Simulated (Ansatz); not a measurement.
Planning a run of Ansatz 0.2.0 on InSe (P6_3/mmc). The input:

```yaml
crystal:
  lattice:
    - [4.0275, 0.0, 0.0]
    - [-2.01375, 3.487917, 0.0]
    - [0.0, 0.0, 16.795]
  atoms:
    - { symbol: In, position: [0.3333333333, 0.6666666667, 0.1668643272] }
    - { symbol: In, position: [0.6666666667, 0.3333333333, 0.6668643272] }
    - { symbol: In, position: [0.3333333333, 0.6666666667, 0.3331356728] }
    - { symbol: In, position: [0.6666666667, 0.3333333333, 0.8331356728] }
    - { symbol: Se, position: [0.3333333333, 0.6666666667, 0.5901956818] }
    - { symbol: Se, position: [0.6666666667, 0.3333333333, 0.0901956818] }
    - { symbol: Se, position: [0.3333333333, 0.6666666667, 0.9098043182] }
    - { symbol: Se, position: [0.6666666667, 0.3333333333, 0.4098043182] }
kpoints:
  mp_grid: { grid: [6, 6, 2] }
  band_path:
    path:
      - [0.0, 0.0, 0.0]
      - [0.50000002, -2.0e-08, 0.0]
      - [0.33333334, 0.3333333, 0.0]
      - [0.0, 0.0, 0.5]
      - [0.50000002, -2.0e-08, 0.5]
      - [0.33333334, 0.3333333, 0.5]
    npoints: 1
hamiltonian:
  xc: hse06
  pseudopotentials: { kind: paw_fr, azcp: { folder: soft_1 } }
scf:
  occupations: { method: fermi_dirac, width: 0.02 }
  n_extra_bands: 12
magnetization:
  noncollinear: true
  spin_orbit: true
output:
  eigenvalues: true
```

The database entry behind the starting cell differs from later determinations by our own check (c about 1.7 % long), so it need not match the best structure at ambient conditions.

```sh
ansatz run input.yaml --threads 2 --pin off --max-ram 92160MiB --backend cuda --events-out ev --progress --plain --runs-dir out --devices 1 --max-vram 13GiB
```

Estimate wall time and host memory on 1 × NVIDIA H100 80GB HBM3 (shared by 6 runs) with 2 threads of AMD EPYC 7R13 (Zen 3), shared host.

It took 8.8 min; on shared hardware allow 4.4 min to 18 min. Peak host memory was 5.1 GiB. The sizes that set the cost: 4653 plane waves a state, 14 irreducible k points and 22 SCF cycles.

Exact exchange couples every pair of k points and filled bands, so it costs far more than a semilocal run.

[Paths, hosts, dates, memory and timing lines, banners, echoed tables and standing remarks are left out of the program output.]

[Logs are printed without paths, hosts, clocks, repeated set-up lines and the standing remarks that a program may print on its own settings, such as how far it seeks lower states.]

[Runs of the session that timed out or met a known fault of the program may be left out.]

[Cells called generated may have been cut or substituted from an entry of the Crystallography Open Database or the Materials Project.]

[Hosts, paths, dates, database ids (printed as entryN), source tags and the programs' standing remarks are cut or masked in the printed files.]
